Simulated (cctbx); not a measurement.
# A crystallographic session in cctbx: Eu2Co2PbO6

Library: cctbx 2025.11. The data are simulated by the first script.

## 1. Simulate the data

run.py:

```python
from cctbx import adptbx, crystal, miller, sgtbx, xray
from cctbx.array_family import flex
from iotbx.shelx import hklf
from scitbx import matrix
import scitbx.random

cs = crystal.symmetry(unit_cell=(5.62, 5.771, 5.808, 65.14, 86.58, 69.67), space_group_symbol='Hall: P 1')  # P1
atoms = [  # label, site, U (iso, or U11 U22 U33 U12 U13 U23 in A^2), occupancy
    ("Pb1", (0.2934, 0.5633, 0.2251), (0.0055, 0.0063, 0.0072, -0.0011, 0.0016, -0.0037), 1),
    ("Eu1", (0.5748, 0.7252, 0.6582), (0.0093, 0.0108, 0.0107, -0.0051, 0.0020, -0.0043), 1),
    ("Eu2", (0.9101, 0.215, 0.4067), (0.0063, 0.0070, 0.0064, -0.0027, 0.0007, -0.0033), 1),
    ("Co1", (0.735, 0.9723, 0.0473), (0.0189, 0.0167, 0.0172, -0.0064, 0.0040, -0.0073), 1),
    ("Co2", (0.2101, 0.355, 0.8419), (0.0062, 0.0072, 0.0094, -0.0020, 0.0016, -0.0030), 1),
    ("O1", (0.4619, 0.1918, 0.153), (0.0166, 0.0169, 0.0199, -0.0080, 0.0027, -0.0077), 1),
    ("O2", (0.4458, 0.2909, 0.6181), (0.0155, 0.0141, 0.0135, -0.0064, 0.0017, -0.0063), 1),
    ("O3", (0.9742, 0.7324, 0.3583), (0.0160, 0.0160, 0.0160, -0.0067, 0.0011, -0.0066), 1),
    ("O4", (0.9193, 0.2363, 0.867), (0.0170, 0.0174, 0.0185, -0.0081, 0.0018, -0.0080), 1),
    ("O5", (0.5772, 0.716, 0.1123), (0.0175, 0.0206, 0.0190, -0.0091, 0.0025, -0.0086), 1),
    ("O6", (0.086, 0.6744, 0.8685), (0.0191, 0.0240, 0.0170, -0.0104, 0.0063, -0.0113), 1),
]
xs = xray.structure(crystal_symmetry=cs)
for label, site, u, occ in atoms:
    u = adptbx.u_cif_as_u_star(cs.unit_cell(), u) if isinstance(u, tuple) else u
    xs.add_scatterer(xray.scatterer(label, site=site, u=u, occupancy=occ))
xs.set_inelastic_form_factors(0.71073, "sasaki")
xs.show_summary()
p1 = xs.expand_to_p1()
ms = miller.build_set(p1, anomalous_flag=True, d_min=0.77)
flex.set_random_seed(915757)
scitbx.random.set_random_seed(915757)
ms = ms.select(flex.random_double(ms.size()) < 0.9)
i = ms.structure_factors_from_scatterers(p1, algorithm="direct").f_calc().as_intensity_array().data()
i = i * 20000 / flex.max(i)
sig = flex.sqrt(i + flex.pow2(0.04 * i) + 8 ** 2)
noise = scitbx.random.variate(scitbx.random.normal_distribution())(i.size())
data = ms.array(data=i + sig * noise, sigmas=sig).set_observation_type_xray_intensity()
with open("data.hkl", "w") as f:
    data.export_as_shelx_hklf(f)
print("reflections written:", data.size(), " <I/sigma> = %.1f" % flex.mean(data.data() / data.sigmas()))
for h, a, b in list(data.sort("data"))[:12]:
    print("%4d%4d%4d %9.1f %7.1f" % (h + (a, b)))
```

```console
$ python run.py
```

```text
Number of scatterers: 11
At special positions: 0
Unit cell: (5.62, 5.771, 5.808, 65.14, 86.58, 69.67)
Space group: P 1 (No. 1)
reflections written: 1328  <I/sigma> = 18.2
  -1   0  -2   21284.0   791.6
   0   1   2   20100.8   812.4
  -1  -1   1   19373.4   746.2
   0  -1  -2   19292.3   796.2
  -1   2   2   19147.4   725.4
   1   2   1   18748.5   790.3
   1  -1   0   18664.2   724.2
   1   1  -1   18299.2   756.1
  -1  -2  -1   17882.7   752.7
  -1   1   0   16920.3   701.9
   2   0  -1   16277.1   683.9
  -2   0   1   15890.6   651.0
```

Run time: 0.2 s on 1 thread of Arm Neoverse V2 (shared host), peak memory 0.07 GiB.

## 2. Refinement (refined in the given hand)

run.py:

```python
import math
from cctbx import adptbx, crystal, maptbx, sgtbx, xray
from cctbx.array_family import flex
from cctbx.xray import observations
from iotbx.shelx import hklf
from scitbx.lstbx import normal_eqns_solving
from smtbx import absolute_structure, utils
from smtbx.refinement import constraints, least_squares

cs = crystal.symmetry(unit_cell=(5.62, 5.771, 5.808, 65.14, 86.58, 69.67), space_group_symbol='Hall: P 1')  # P1
atoms = [  # label, site, U (iso, or U11 U22 U33 U12 U13 U23 in A^2), occupancy
    ("Pb1", (0.2934, 0.5643, 0.2298), 0.0200, 1),
    ("Eu1", (0.5832, 0.7252, 0.6625), 0.0200, 1),
    ("Eu2", (0.9031, 0.2194, 0.4103), 0.0200, 1),
    ("Co1", (0.7372, 0.9696, 0.0459), 0.0200, 1),
    ("Co2", (0.214, 0.3556, 0.8378), 0.0200, 1),
    ("O1", (0.4562, 0.194, 0.1508), 0.0200, 1),
    ("O2", (0.4458, 0.2819, 0.6228), 0.0200, 1),
    ("O3", (0.9787, 0.7324, 0.3562), 0.0200, 1),
    ("O4", (0.9188, 0.2313, 0.865), 0.0200, 1),
    ("O5", (0.5834, 0.7092, 0.114), 0.0200, 1),
    ("O6", (0.0769, 0.6813, 0.8579), 0.0200, 1),
]
xs = xray.structure(crystal_symmetry=cs)
for label, site, u, occ in atoms:
    u = adptbx.u_cif_as_u_star(cs.unit_cell(), u) if isinstance(u, tuple) else u
    xs.add_scatterer(xray.scatterer(label, site=site, u=u, occupancy=occ))
xs.set_inelastic_form_factors(0.71073, "sasaki")
xs.convert_to_anisotropic()
raw = hklf.reader(file_name="data.hkl").as_miller_arrays(crystal_symmetry=cs, anomalous=True)[0]
merged = raw.eliminate_sys_absent().merge_equivalents()
fo2 = merged.array().set_observation_type_xray_intensity()
print("Rint %.3f, %d unique reflections to %.2f A" % (merged.r_int(), fo2.size(), fo2.d_min()))
for sc in xs.scatterers():
    sc.flags.set_grad_site(True)
    sc.flags.set_grad_u_aniso(sc.flags.use_u_aniso())
    sc.flags.set_grad_u_iso(sc.flags.use_u_iso())
obs = fo2.as_xray_observations()
extra = {}
rep = constraints.reparametrisation(xs, [], utils.connectivity_table(xs), **extra)
ls = least_squares.crystallographic_ls(obs, rep, weighting_scheme=least_squares.mainstream_shelx_weighting(a=0, b=0))
print("cycle     R1     wR2    GooF  max shift (A)")
for cycle in range(8):
    ls.build_up()
    r1, wr2, goof = ls.r1_factor(cutoff_factor=2)[0], ls.wR2(), ls.goof()
    old = xs.sites_cart()
    normal_eqns_solving.levenberg_marquardt_iterations(ls, n_max_iterations=3, tau=1e-06, step_threshold=1e-7)
    big = flex.max((xs.sites_cart() - old).norms())
    print("%4d %7.4f %7.4f %7.3f %9.5f" % (cycle + 1, r1, wr2, goof, big))
    ls.build_up(objective_only=True)
    if abs(ls.wR2() - wr2) < 5e-5 and big < 5e-4:
        break
ls.build_up()
print("final R1 %.4f wR2 %.4f GooF %.3f  parameters %d  data/parameter %.1f" % (ls.r1_factor(cutoff_factor=2)[0], ls.wR2(), ls.goof(), ls.n_parameters, fo2.size() / ls.n_parameters))
cov = ls.covariance_matrix_and_annotations()
su = dict(zip(cov.annotations, (math.sqrt(max(v, 0)) for v in cov.matrix.matrix_packed_u_diagonal())))
a2 = cs.unit_cell().reciprocal_parameters()[0] ** -2
print("atom        x        y        z      Ueq    occ   su(xyz)  su(Uiso or U11)")
for sc in xs.scatterers():
    s = max(su.get(sc.label + k, 0) for k in (".x", ".y", ".z"))
    npd = "" if sc.is_positive_definite_u(cs.unit_cell()) else "  NPD"
    print("%-5s %8.5f %8.5f %8.5f %8.4f %6.3f %8.5f %7.4f%s" % ((sc.label,) + sc.site + (sc.u_iso_or_equiv(cs.unit_cell()), sc.occupancy, s, su.get(sc.label + ".uiso", su.get(sc.label + ".u11", 0) * a2), npd)))
fc = fo2.structure_factors_from_scatterers(xs, algorithm="direct").f_calc()
absolute_structure.flack_analysis(xs, fo2.as_xray_observations()).show()
h = absolute_structure.hooft_analysis(fo2, fc, scale_factor=ls.scale_factor())
print("Hooft y: %.3f(%.0f)  Bijvoet pairs: %d" % (h.hooft_y, 1000 * h.sigma_y, h.n_bijvoet_pairs))
fo = fo2.f_sq_as_f()
fc = fo.structure_factors_from_scatterers(xs, algorithm="direct").f_calc()
diff = fo.f_obs_minus_f_calc(1 / math.sqrt(ls.scale_factor()), fc).average_bijvoet_mates()
m = diff.fft_map(symmetry_flags=maptbx.use_space_group_symmetry, resolution_factor=0.25).apply_volume_scaling()
print("difference map: max %.2f min %.2f rms %.2f" % (m.statistics().max(), m.statistics().min(), m.statistics().sigma()))
peaks = m.peak_search(parameters=maptbx.peak_search_parameters(min_distance_sym_equiv=0.6, max_clusters=6)).all()
near = xs.closest_distances(peaks.sites(), distance_cutoff=4)
sps = cs.special_position_settings(min_distance_sym_equiv=0.5)
for k, (x, h) in enumerate(zip(peaks.sites(), peaks.heights())):
    ss = sps.site_symmetry(x)
    print("Q%-3d %7.4f %7.4f %7.4f %4d %7.2f  %.2f A from %s" % ((k + 1,) + tuple(t % 1 for t in ss.exact_site()) + (ss.multiplicity(), h, near.smallest_distances[k], xs.scatterers()[near.i_seqs[k]].label)))
```

```console
$ python run.py
```

```text
Rint 0.000, 1328 unique reflections to 0.77 A
cycle     R1     wR2    GooF  max shift (A)
   1  0.1332  0.3212   6.345   0.04964
   2  0.0207  0.0543   1.072   0.01587
   3  0.0203  0.0529   1.046   0.01160
   4  0.0201  0.0522   1.032   0.00837
   5  0.0200  0.0518   1.024   0.00603
   6  0.0199  0.0516   1.019   0.00438
   7  0.0199  0.0515   1.017   0.00324
   8  0.0199  0.0514   1.015   0.00246
final R1 0.0199 wR2 0.0513 GooF 1.014  parameters 99  data/parameter 13.4
atom        x        y        z      Ueq    occ   su(xyz)  su(Uiso or U11)
Pb1    0.29402  0.56466  0.22859   0.0064  1.000  0.00006  0.0002
Eu1    0.57553  0.72625  0.66195   0.0100  1.000  0.00011  0.0003
Eu2    0.91068  0.21634  0.41019   0.0064  1.000  0.00009  0.0003
Co1    0.73481  0.97439  0.05067   0.0178  1.000  0.00051  0.0008
Co2    0.21086  0.35631  0.84572   0.0082  1.000  0.00033  0.0007
O1     0.46047  0.19397  0.15382   0.0158  1.000  0.00169  0.0036
O2     0.44760  0.29080  0.62016   0.0129  1.000  0.00159  0.0038
O3     0.97393  0.73368  0.36232   0.0124  1.000  0.00162  0.0036
O4     0.91900  0.23683  0.87004   0.0171  1.000  0.00174  0.0036
O5     0.57972  0.71474  0.11601   0.0170  1.000  0.00174  0.0039
O6     0.08299  0.68346  0.86735   0.0210  1.000  0.00192  0.0041
Flack x: -0.005(5)
Hooft y: -0.008(6)  Bijvoet pairs: 605
difference map: max 1.06 min -1.18 rms 0.28
Q1    0.7115  0.5592  0.8684    1    1.10  1.26 A from Eu1
Q2    0.8032  0.3573  0.7555    1    1.07  0.84 A from O4
Q3    0.8411  0.0567  0.3505    1    1.01  1.29 A from Eu2
Q4    0.9889  0.0476  0.8967    1    1.00  0.97 A from O4
Q5    0.3155  0.0510  0.7344    1    0.99  1.67 A from O2
Q6    0.0363  0.4397  0.2169    1    0.94  1.66 A from Eu2
```

Time: 1.3 s.

## 3. Refinement

run.py, as its changes from the last script of this kind:

```diff
@@ -12,11 +12,11 @@
-    ("Pb1", (0.2934, 0.5643, 0.2298), 0.0200, 1),
-    ("Eu1", (0.5832, 0.7252, 0.6625), 0.0200, 1),
-    ("Eu2", (0.9031, 0.2194, 0.4103), 0.0200, 1),
-    ("Co1", (0.7372, 0.9696, 0.0459), 0.0200, 1),
-    ("Co2", (0.214, 0.3556, 0.8378), 0.0200, 1),
-    ("O1", (0.4562, 0.194, 0.1508), 0.0200, 1),
-    ("O2", (0.4458, 0.2819, 0.6228), 0.0200, 1),
-    ("O3", (0.9787, 0.7324, 0.3562), 0.0200, 1),
-    ("O4", (0.9188, 0.2313, 0.865), 0.0200, 1),
-    ("O5", (0.5834, 0.7092, 0.114), 0.0200, 1),
-    ("O6", (0.0769, 0.6813, 0.8579), 0.0200, 1),
+    ("Pb1", (0.70598, 0.43534, 0.77141), 0.0064, 1),
+    ("Eu1", (0.42447, 0.27375, 0.33805), 0.0100, 1),
+    ("Eu2", (0.08932, 0.78366, 0.58981), 0.0064, 1),
+    ("Co1", (0.26519, 0.02561, 0.94933), 0.0178, 1),
+    ("Co2", (0.78914, 0.64369, 0.15428), 0.0082, 1),
+    ("O1", (0.53953, 0.80603, 0.84618), 0.0158, 1),
+    ("O2", (0.5524, 0.7092, 0.37984), 0.0129, 1),
+    ("O3", (0.02607, 0.26632, 0.63768), 0.0124, 1),
+    ("O4", (0.081, 0.76317, 0.12996), 0.0171, 1),
+    ("O5", (0.42028, 0.28526, 0.88399), 0.0170, 1),
+    ("O6", (0.91701, 0.31654, 0.13265), 0.0210, 1),
```

```console
$ python run.py
```

```text
Rint 0.000, 1328 unique reflections to 0.77 A
cycle     R1     wR2    GooF  max shift (A)
   1  0.0993  0.2621   5.177   0.02815
   2  0.0935  0.2478   4.896   0.00807
   3  0.0935  0.2477   4.893   0.00474
   4  0.0934  0.2477   4.893   0.00280
   5  0.0934  0.2477   4.892   0.00202
   6  0.0935  0.2477   4.892   0.00158
   7  0.0935  0.2476   4.892   0.00126
   8  0.0935  0.2476   4.892   0.00101
final R1 0.0935 wR2 0.2476 GooF 4.892  parameters 99  data/parameter 13.4
atom        x        y        z      Ueq    occ   su(xyz)  su(Uiso or U11)
Pb1    0.70577  0.43474  0.77180   0.0066  1.000  0.00031  0.0009
Eu1    0.42445  0.27467  0.33750   0.0108  1.000  0.00058  0.0014
Eu2    0.08926  0.78377  0.58960   0.0072  1.000  0.00044  0.0014
Co1    0.26530  0.03230  0.94826   0.0197  1.000  0.00265  0.0049
Co2    0.79150  0.63735  0.15555   0.0031  1.000  0.00147  0.0033  NPD
O1     0.54091  0.80520  0.84287   0.0160  1.000  0.00813  0.0182
O2     0.55163  0.70942  0.38526   0.0119  1.000  0.00787  0.0218  NPD
O3     0.02578  0.26231  0.63870   0.0145  1.000  0.00799  0.0166
O4     0.07886  0.76358  0.13151   0.0119  1.000  0.00775  0.0164  NPD
O5     0.42053  0.28395  0.88183   0.0210  1.000  0.00920  0.0186
O6     0.91739  0.31744  0.13357   0.0232  1.000  0.00947  0.0207
Flack x: 0.948(10)
Hooft y: 1.067(7)  Bijvoet pairs: 605
difference map: max 13.01 min -7.19 rms 0.87
Q1    0.7086  0.4336  0.7751    1   13.26  0.02 A from Pb1
Q2    0.4339  0.2745  0.3360    1    7.67  0.05 A from Eu1
Q3    0.0904  0.7751  0.5880    1    7.34  0.05 A from Eu2
Q4    0.2659  0.9958  0.9695    1    5.04  0.19 A from Co1
Q5    0.9379  0.5262  0.2063    1    3.54  0.82 A from Co2
Q6    0.2190  0.9018  0.5762    1    3.45  1.14 A from Eu2
```

Time: 1.4 s.

This run holds a fault made on purpose: the structure inverted.

## 4. Simulate the data

run.py, as its changes from the last script of this kind:

```diff
@@ -25 +25 @@
-xs.set_inelastic_form_factors(0.71073, "sasaki")
+xs.set_inelastic_form_factors(1.54184, "sasaki")
@@ -28,3 +28,3 @@
-ms = miller.build_set(p1, anomalous_flag=True, d_min=0.77)
-flex.set_random_seed(915757)
-scitbx.random.set_random_seed(915757)
+ms = miller.build_set(p1, anomalous_flag=True, d_min=0.83)
+flex.set_random_seed(862590)
+scitbx.random.set_random_seed(862590)
@@ -33,2 +33,3 @@
-i = i * 20000 / flex.max(i)
-sig = flex.sqrt(i + flex.pow2(0.04 * i) + 8 ** 2)
+i = i / flex.sqrt(1 + 0.1 * i / flex.max(i))  # extinction
+i = i * 40000 / flex.max(i)
+sig = flex.sqrt(i + flex.pow2(0.03 * i) + 4 ** 2)
```

```console
$ python run.py
```

```text
Number of scatterers: 11
At special positions: 0
Unit cell: (5.62, 5.771, 5.808, 65.14, 86.58, 69.67)
Space group: P 1 (No. 1)
reflections written: 1060  <I/sigma> = 26.0
  -1   0  -2   40259.6  1216.6
   1   0   2   38660.0  1137.9
   0   1   2   38245.3  1149.1
  -1   2   2   37582.3  1059.4
  -1  -1   1   37242.6  1107.4
   0  -1  -2   37153.9  1148.2
  -1  -2  -1   36297.7  1116.7
  -1   1   0   35471.7  1041.9
   1  -2  -2   34888.7  1080.1
   1   1  -1   34582.7  1042.4
   1  -1   0   33831.1  1019.7
  -2   0   1   33382.4   994.9
```

Time: 0.24 s.

## 5. Refinement (refined in the given hand)

run.py, as its changes from the last script of this kind:

```diff
@@ -12,11 +12,11 @@
-    ("Pb1", (0.70598, 0.43534, 0.77141), 0.0064, 1),
-    ("Eu1", (0.42447, 0.27375, 0.33805), 0.0100, 1),
-    ("Eu2", (0.08932, 0.78366, 0.58981), 0.0064, 1),
-    ("Co1", (0.26519, 0.02561, 0.94933), 0.0178, 1),
-    ("Co2", (0.78914, 0.64369, 0.15428), 0.0082, 1),
-    ("O1", (0.53953, 0.80603, 0.84618), 0.0158, 1),
-    ("O2", (0.5524, 0.7092, 0.37984), 0.0129, 1),
-    ("O3", (0.02607, 0.26632, 0.63768), 0.0124, 1),
-    ("O4", (0.081, 0.76317, 0.12996), 0.0171, 1),
-    ("O5", (0.42028, 0.28526, 0.88399), 0.0170, 1),
-    ("O6", (0.91701, 0.31654, 0.13265), 0.0210, 1),
+    ("Pb1", (0.2923, 0.5602, 0.2258), 0.0200, 1),
+    ("Eu1", (0.5774, 0.7225, 0.6522), 0.0200, 1),
+    ("Eu2", (0.9105, 0.2154, 0.4066), 0.0200, 1),
+    ("Co1", (0.7243, 0.9741, 0.0518), 0.0200, 1),
+    ("Co2", (0.2063, 0.3575, 0.8442), 0.0200, 1),
+    ("O1", (0.4631, 0.188, 0.1489), 0.0200, 1),
+    ("O2", (0.4427, 0.2985, 0.6138), 0.0200, 1),
+    ("O3", (0.967, 0.7284, 0.3555), 0.0200, 1),
+    ("O4", (0.9212, 0.2321, 0.8627), 0.0200, 1),
+    ("O5", (0.5835, 0.7126, 0.1111), 0.0200, 1),
+    ("O6", (0.0894, 0.6715, 0.8747), 0.0200, 1),
@@ -28 +28 @@
-xs.set_inelastic_form_factors(0.71073, "sasaki")
+xs.set_inelastic_form_factors(1.54184, "sasaki")
```

```console
$ python run.py
```

```text
Rint 0.000, 1060 unique reflections to 0.83 A
cycle     R1     wR2    GooF  max shift (A)
   1  0.1020  0.2507   7.039   0.05786
   2  0.0154  0.0391   1.097   0.01032
   3  0.0149  0.0375   1.054   0.00596
   4  0.0146  0.0370   1.038   0.00394
   5  0.0145  0.0367   1.030   0.00284
   6  0.0145  0.0365   1.026   0.00213
   7  0.0145  0.0365   1.023   0.00164
   8  0.0144  0.0364   1.022   0.00130
final R1 0.0144 wR2 0.0364 GooF 1.021  parameters 99  data/parameter 10.7
atom        x        y        z      Ueq    occ   su(xyz)  su(Uiso or U11)
Pb1    0.29307  0.56163  0.22425   0.0061  1.000  0.00004  0.0002
Eu1    0.57454  0.72344  0.65731   0.0098  1.000  0.00010  0.0003
Eu2    0.90956  0.21331  0.40569   0.0062  1.000  0.00007  0.0003
Co1    0.73438  0.97112  0.04607   0.0176  1.000  0.00041  0.0008
Co2    0.21034  0.35339  0.84097   0.0081  1.000  0.00026  0.0007
O1     0.46233  0.19106  0.15195   0.0154  1.000  0.00115  0.0026
O2     0.44414  0.29064  0.61675   0.0124  1.000  0.00101  0.0029
O3     0.97220  0.73106  0.35728   0.0138  1.000  0.00111  0.0027
O4     0.91901  0.23374  0.86578   0.0173  1.000  0.00118  0.0028
O5     0.57759  0.71394  0.11040   0.0192  1.000  0.00122  0.0032
O6     0.08586  0.67226  0.86897   0.0187  1.000  0.00127  0.0029
Flack x: -0.0020(12)
Hooft y: -0.001(3)  Bijvoet pairs: 486
difference map: max 0.57 min -0.70 rms 0.17
Q1    0.8781  0.5837  0.3988    1    0.58  1.09 A from O3
Q2    0.7022  0.4508  0.4917    1    0.58  1.70 A from Eu2
Q3    0.6030  0.0758  0.3621    1    0.56  1.27 A from O1
Q4    0.6813  0.9246  0.2148    1    0.54  0.96 A from Co1
Q5    0.4839  0.8018  0.2870    1    0.54  1.33 A from O5
Q6    0.1652  0.4175  0.6738    1    0.54  0.90 A from Co2
```

Time: 1.5 s.

## 6. Simulate the data

run.py, as its changes from the last script of this kind:

```diff
@@ -28,3 +28,3 @@
-ms = miller.build_set(p1, anomalous_flag=True, d_min=0.83)
-flex.set_random_seed(862590)
-scitbx.random.set_random_seed(862590)
+ms = miller.build_set(p1, anomalous_flag=True, d_min=0.8)
+flex.set_random_seed(934460)
+scitbx.random.set_random_seed(934460)
@@ -33 +33,5 @@
-i = i / flex.sqrt(1 + 0.1 * i / flex.max(i))  # extinction
+law = matrix.sqr((-1, 0, 0, 0, -1, 0, 0, 0, -1))
+mate = flex.miller_index([tuple(matrix.row(h) * law) for h in ms.indices()])
+i2 = ms.customized_copy(indices=mate).structure_factors_from_scatterers(p1, algorithm="direct").f_calc().as_intensity_array().data()
+i = (1 - 0.8) * i + 0.8 * i2
+i = i / flex.sqrt(1 + 0.3 * i / flex.max(i))  # extinction
@@ -35 +39 @@
-sig = flex.sqrt(i + flex.pow2(0.03 * i) + 4 ** 2)
+sig = flex.sqrt(i + flex.pow2(0.06 * i) + 8 ** 2)
```

```console
$ python run.py
```

```text
Number of scatterers: 11
At special positions: 0
Unit cell: (5.62, 5.771, 5.808, 65.14, 86.58, 69.67)
Space group: P 1 (No. 1)
reflections written: 1180  <I/sigma> = 15.1
  -1  -2  -1   39405.7  2212.2
   1   0   2   38753.3  2408.3
  -1   2   2   37814.4  2172.2
  -1   1   0   36995.2  2073.2
   0  -1  -2   36755.2  2310.6
   1  -2  -2   36504.7  2148.5
   0   1   2   36295.5  2309.5
   1  -1   0   35639.3  2098.8
   1   1  -1   35093.6  2207.3
   1   2   1   34220.3  2240.3
  -2   0   1   32758.4  1909.0
   2   0  -1   32561.0  1990.2
```

Run time: 0.25 s on 1 thread of Arm Neoverse V2 (shared host), peak memory 0.07 GiB.

[Logs are printed without paths, hosts, clocks, repeated set-up lines and the standing remarks that a program may print on its own settings, such as how far it seeks lower states.]
